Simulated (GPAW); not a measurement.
# Work function of Nb2N(OH)2 MXene monolayer at several levels, part 2 of 2

How far do functional and basis move the work function of Nb2N(OH)2 MXene monolayer?

GPAW 26.7.0; GPAW, PAW setups; layer in a repeated cell with vacuum, relaxation of atoms and in-plane cell (the session's first sound run).

So far, upper work function (eV): step 3 (the slab's potential, PBE, GPAW) 2.54; step 4 (revPBE) 2.41; step 5 (RPBE) 2.41; step 6 (LDA) 2.76; step 7 (GPAW, PAW setups) 2.80.

## (8) Self-consistent run: xc = "vdW-DF2"

Level of this step: GPAW, PAW setups; slab in vacuum (GPAW).

The same geometry under vdW-DF2, to see how far the functional moves the levels against the vacuum (the van der Waals functionals take revPBE setups).

Input file run.py:

```python
import json
import numpy as np
from ase import Atoms
from gpaw import GPAW, PW

slab = Atoms(
    ['H', 'O', 'Nb', 'N', 'Nb', 'O', 'H'],
    positions=[
        [0.00000, 1.85296, 9.00000],
        [-0.00000, 1.85296, 9.98019],
        [1.60470, 0.92647, 11.30214],
        [-0.00000, 0.00000, 12.35422],
        [0.00000, 1.85296, 13.40629],
        [1.60470, 0.92647, 14.72824],
        [1.60470, 0.92647, 15.70843]],
    cell=[[3.20941, 0.0, 0.0], [-1.6047, 2.77943, 0.0], [0.0, 0.0, 24.7084]],
    pbc=[True, True, False])

slab.calc = GPAW(mode=PW(500), xc='vdW-DF2', kpts={'size': (12, 12, 1), 'gamma': True},
                 occupations={'name': 'fermi-dirac', 'width': 0.05}, nbands='160%',
                 convergence={'density': 1e-05}, maxiter=200,
                 poissonsolver={'dipolelayer': 'xy'},
                 symmetry={'tolerance': 1e-3}, txt='slab.txt')
result = {}
energy = slab.get_potential_energy()
fermi = slab.calc.get_fermi_level()
v = slab.calc.get_electrostatic_potential().mean((0, 1)) - fermi
n = slab.calc.get_pseudo_density().mean((0, 1))
L = slab.cell[2, 2]
z = np.arange(len(v)) * L / len(v)
low, high = slab.positions[:, 2].min(), slab.positions[:, 2].max()
below, above = np.interp([low - 6.8, high + 6.8], z, v)
slopes = [np.interp(x, z, np.gradient(v, z)) for x in (low - 6.8, high + 6.8)]
eps = np.array([[slab.calc.get_eigenvalues(k, s) for k in range(len(slab.calc.get_ibz_k_points()))]
                for s in range(slab.calc.get_number_of_spins())]) - fermi
top, bottom = eps[eps < 0].max(), eps[eps > 0].min()
dipole = slab.get_dipole_moment()[2]
print(f'energy {energy:.4f} eV, Fermi level {fermi:.4f} eV, dipole {dipole:.5f} e A')
print(f'potential 6.8 A off the faces, from the Fermi level: lower {below:.4f} eV, upper {above:.4f} eV')
print(f'slope of the potential there: lower {slopes[0]:.5f}, upper {slopes[1]:.5f} eV/A')
print(f'nearest levels on the mesh: {top:.4f} and {bottom:.4f} eV')
print('magnetic moment', round(slab.get_magnetic_moment(), 3))
result.update(energy=energy, fermi=fermi, dipole=dipole, below=below, above=above, slopes=slopes, edges=[top, bottom],
              z=z.tolist(), v=v.tolist(), n=n.tolist(), positions=slab.positions.tolist(),
              forces=slab.get_forces(apply_constraint=False).tolist(), moments=slab.get_magnetic_moments().tolist())
json.dump(result, open('result.json', 'w'))
```

Run with:

```console
$ OMP_NUM_THREADS=1 OPENBLAS_NUM_THREADS=1 python run.py
```

The log of the run:

```text
energy -244.0300 eV, Fermi level 1.0082 eV, dipole 0.00054 e A
potential 6.8 A off the faces, from the Fermi level: lower 3.2132 eV, upper 3.2028 eV
slope of the potential there: lower -0.00151, upper 0.00151 eV/A
nearest levels on the mesh: -0.0514 and 0.0018 eV
magnetic moment 0.0
```

Run time: 2.2 min. Hardware: 1 thread of Intel Xeon 6975P-C (Granite Rapids), shared host; peak memory 0.51 GiB.

This step gave:

```yaml
dipole_along_the_normal: 5.44e-4 e·Å
levels_nearest_the_fermi_level_on_the_mesh: -0.05141, 0.001793 eV from the Fermi level
upper_work_function: 3.203 eV
lower_work_function: 3.213 eV
```

The electrostatic potential energy of an electron (without an applied field's), less the Fermi level, planar mean oscillates, so the rows of the table below give means over windows of 1.54 Å about each position, cut where the curve ends. Its maxima inside the range that stand out by 2 % of the span (Å: eV): 9.3: -0.191, 10.4: -6.76, 12.0: -12.7, 12.7: -12.7, 14.3: -6.77, 15.4: -0.201. Its minima: 9.0: -0.929, 10.0: -10.3, 11.3: -23.8, 12.4: -16.3, 13.4: -23.8, 14.7: -10.3, 15.7: -0.939.

Electrostatic potential energy of an electron (without an applied field's), less the Fermi level, planar mean against z; means over each step:

| z (Å) | electrostatic potential energy of an electron (without an applied field's), less the Fermi level, planar mean (eV) |
| --- | --- |
| 0.77 | 3.21 |
| 2.31 | 3.21 |
| 3.85 | 3.20 |
| 5.39 | 3.15 |
| 6.93 | 2.83 |
| 8.47 | 0.887 |
| 10.01 | -6.40 |
| 11.55 | -17.8 |
| 13.09 | -17.9 |
| 14.63 | -7.00 |
| 16.17 | 0.760 |
| 17.71 | 2.79 |
| 19.25 | 3.13 |
| 20.79 | 3.19 |
| 22.33 | 3.20 |
| 23.87 | 3.20 |

The upper face's work function is 3.203 eV, against 2.539 eV in the first plane-wave PBE run at this geometry.

## (9) Real-space grid: mode = "fd"

A real-space grid is a second complete basis, so it checks the plane-wave result.

run.py: that of step 8 with these lines changed.

```diff
@@ -3,3 +3,3 @@
 from ase import Atoms
-from gpaw import GPAW, PW
+from gpaw import GPAW
 
@@ -18,3 +18,3 @@
 
-slab.calc = GPAW(mode=PW(500), xc='vdW-DF2', kpts={'size': (12, 12, 1), 'gamma': True},
+slab.calc = GPAW(mode='fd', h=0.18, xc='PBE', kpts={'size': (12, 12, 1), 'gamma': True},
                  occupations={'name': 'fermi-dirac', 'width': 0.05}, nbands='160%',
```

The log of the run:

```text
energy -54.5547 eV, Fermi level -2.5149 eV, dipole 0.00053 e A
potential 6.8 A off the faces, from the Fermi level: lower 2.5200 eV, upper 2.5095 eV
slope of the potential there: lower -0.00025, upper 0.00025 eV/A
nearest levels on the mesh: -0.0059 and 0.0150 eV
magnetic moment 0.0
```

The job ended after 2.9 min (1 thread; peak memory 0.76 GiB).

This step gave:

* dipole along the normal: 5.31e-4 e·Å
* levels nearest the Fermi level on the mesh: -0.005934, 0.01497 eV from the Fermi level
* upper work function: 2.510 eV
* lower work function: 2.520 eV

The upper face's work function is 2.510 eV, against 2.539 eV in the first plane-wave PBE run at this geometry.

## (10) Atomic orbitals: mode = "lcao"

Atom-centred orbitals end a few angstrom from the surface, which tests how much the density's tail matters.

run.py: that of step 9 with these lines changed.

```diff
@@ -18,4 +18,4 @@
 
-slab.calc = GPAW(mode='fd', h=0.18, xc='PBE', kpts={'size': (12, 12, 1), 'gamma': True},
-                 occupations={'name': 'fermi-dirac', 'width': 0.05}, nbands='160%',
+slab.calc = GPAW(mode='lcao', basis='dzp', h=0.18, xc='PBE', kpts={'size': (12, 12, 1), 'gamma': True},
+                 occupations={'name': 'fermi-dirac', 'width': 0.05}, nbands='120%',
                  convergence={'density': 1e-05}, maxiter=200,
```

The log of the run:

```text
energy -51.0888 eV, Fermi level -1.7426 eV, dipole 0.00053 e A
potential 6.8 A off the faces, from the Fermi level: lower 1.7478 eV, upper 1.7374 eV
slope of the potential there: lower -0.00000, upper -0.00000 eV/A
nearest levels on the mesh: -0.0265 and 0.0151 eV
magnetic moment 0.0
```

Run time: 5.8 min. Hardware: 1 thread; peak memory 0.34 GiB.

This step gave:

| Item | Value |
| --- | --- |
| dipole along the normal | 5.32e-4 e·Å |
| levels nearest the Fermi level on the mesh | -0.02649, 0.01506 eV from the Fermi level |
| upper work function | 1.737 eV |
| lower work function | 1.748 eV |

The electrostatic potential energy of an electron (without an applied field's), less the Fermi level, planar mean oscillates, so the rows of the table below give means over windows of 1.64 Å about each position, cut where the curve ends. Its maxima inside the range that stand out by 2 % of the span (Å: eV): 9.3: -0.481, 10.4: -6.78, 12.0: -12.9, 12.7: -12.9, 14.4: -6.79, 15.4: -0.491. Its minima: 9.0: -1.36, 10.0: -10.5, 11.3: -23.7, 12.4: -16.5, 13.4: -23.7, 14.7: -10.5, 15.7: -1.37.

The electrostatic potential energy of an electron (without an applied field's), less the Fermi level, planar mean by z; means over each step:

| z (Å) | electrostatic potential energy of an electron (without an applied field's), less the Fermi level, planar mean (eV) |
| --- | --- |
| 0.82 | 1.75 |
| 2.46 | 1.75 |
| 4.10 | 1.75 |
| 5.74 | 1.75 |
| 7.38 | 1.53 |
| 9.02 | -1.19 |
| 10.66 | -13.7 |
| 12.30 | -15.5 |
| 13.94 | -14.5 |
| 15.58 | -1.86 |
| 17.22 | 1.47 |
| 18.86 | 1.73 |
| 20.50 | 1.74 |
| 22.14 | 1.74 |
| 23.78 | 1.74 |

The upper face's work function is 1.737 eV, against 2.539 eV in the first plane-wave PBE run at this geometry.

## (11) All levels side by side

Times are for 1 thread of Intel Xeon 6975P-C (Granite Rapids), shared host. Results by setting:

| no. | run | upper work function (eV) | lower work function (eV) | time | memory (GiB) |
| --- | --- | --- | --- | --- | --- |
| 1 | pw | 2.539 | 2.550 | 51 s | 0.3 |
| 2 | revPBE | 2.407 | 2.418 | 51 s | 0.3 |
| 3 | RPBE | 2.406 | 2.417 | 51 s | 0.3 |
| 4 | LDA | 2.760 | 2.771 | 51 s | 0.3 |
| 5 | optPBE vdW | 2.799 | 2.810 | 67 s | 0.51 |
| 6 | vdW DF2 | 3.203 | 3.213 | 2.2 min | 0.51 |
| 7 | fd | 2.510 | 2.520 | 2.9 min | 0.76 |
| 8 | lcao | 1.737 | 1.748 | 5.8 min | 0.34 |

## (12) Side by side

Results and costs are gathered.

This step: comparison of work functions, dipole and cost (GPAW 26.7.0).

Ladder, by row:

| step | code | work function, upper (eV) | work function, lower (eV) | dipole (e Å) | wall time (s) | peak memory (GiB) | threads |
| --- | --- | --- | --- | --- | --- | --- | --- |
| pw | GPAW | 2.539 | 2.55 | 5.45e-4 | 51.2 | 0.3 | 1 |
| revPBE | GPAW | 2.407 | 2.418 | 5.45e-4 | 51.35 | 0.3 | 1 |
| RPBE | GPAW | 2.406 | 2.417 | 5.45e-4 | 51.33 | 0.3 | 1 |
| LDA | GPAW | 2.76 | 2.771 | 5.45e-4 | 51.33 | 0.3 | 1 |
| optPBE-vdW | GPAW | 2.799 | 2.81 | 5.45e-4 | 66.86 | 0.51 | 1 |
| vdW-DF2 | GPAW | 3.203 | 3.213 | 5.44e-4 | 134.8 | 0.51 | 1 |
| fd | GPAW | 2.51 | 2.52 | 5.31e-4 | 175.8 | 0.76 | 1 |
| lcao | GPAW | 1.737 | 1.748 | 5.32e-4 | 345.6 | 0.34 | 1 |

## (13) A changed run

One more run, with changed settings.

This step: GPAW, PAW setups; slab in vacuum (GPAW 26.7.0).

run.py: that of step 10 with these lines changed.

```diff
@@ -3,3 +3,3 @@
 from ase import Atoms
-from gpaw import GPAW
+from gpaw import GPAW, PW
 
@@ -18,5 +18,5 @@
 
-slab.calc = GPAW(mode='lcao', basis='dzp', h=0.18, xc='PBE', kpts={'size': (12, 12, 1), 'gamma': True},
-                 occupations={'name': 'fermi-dirac', 'width': 0.05}, nbands='120%',
-                 convergence={'density': 1e-05}, maxiter=200,
+slab.calc = GPAW(mode=PW(500), xc='PBE', kpts={'size': (12, 12, 1), 'gamma': True},
+                 occupations={'name': 'fermi-dirac', 'width': 2.0}, nbands='160%',
+                 convergence={'density': 1e-05}, maxiter=75,
                  poissonsolver={'dipolelayer': 'xy'},
```

The log of the run:

```text
gpaw.KohnShamConvergenceError
```

The job ended after 3.6 min (1 thread; peak memory 0.3 GiB).

No converged result was reached; the numbers in the log don't describe the system.

The fault put into the input: a smearing of electronvolts, under a cap of 75 iterations, which ended the run (width = 2.0).

## (14) Outcome

* work function, upper and lower face: 2.539 and 2.550 eV
* dipole along the normal: 5.4e-4 e Å

In words: With plane waves and PBE the work function is 2.54 eV on the upper face and 2.55 eV on the lower. Over the sound runs of the table the upper face's work function spans 1.737 (lcao) to 3.203 eV (vdW-DF2). Atomic orbitals miss the plane-wave value by -0.80 eV, since they describe the tail of the density in the vacuum poorly. The starting lattice was a guess from atomic radii; the relaxation moved it by 4 %. The small printed dipole stands for a step of -11 meV from the lower to the upper face, and the probes find -10 meV; values this small are near the numerical noise of both. The cell holds an odd number of electrons, so without spin polarisation it must come out metallic and without a moment, whatever its true state. The layer's cell and atoms come from the relaxation; spin-orbit coupling and temperature are left out.

[Logs are printed without paths, hosts, clocks, repeated set-up lines and the standing remarks that a program may print on its own settings, such as how far it seeks lower states.]

[Hosts, paths, dates, database ids (printed as entryN), source tags and the programs' standing remarks are cut or masked in the printed files.]
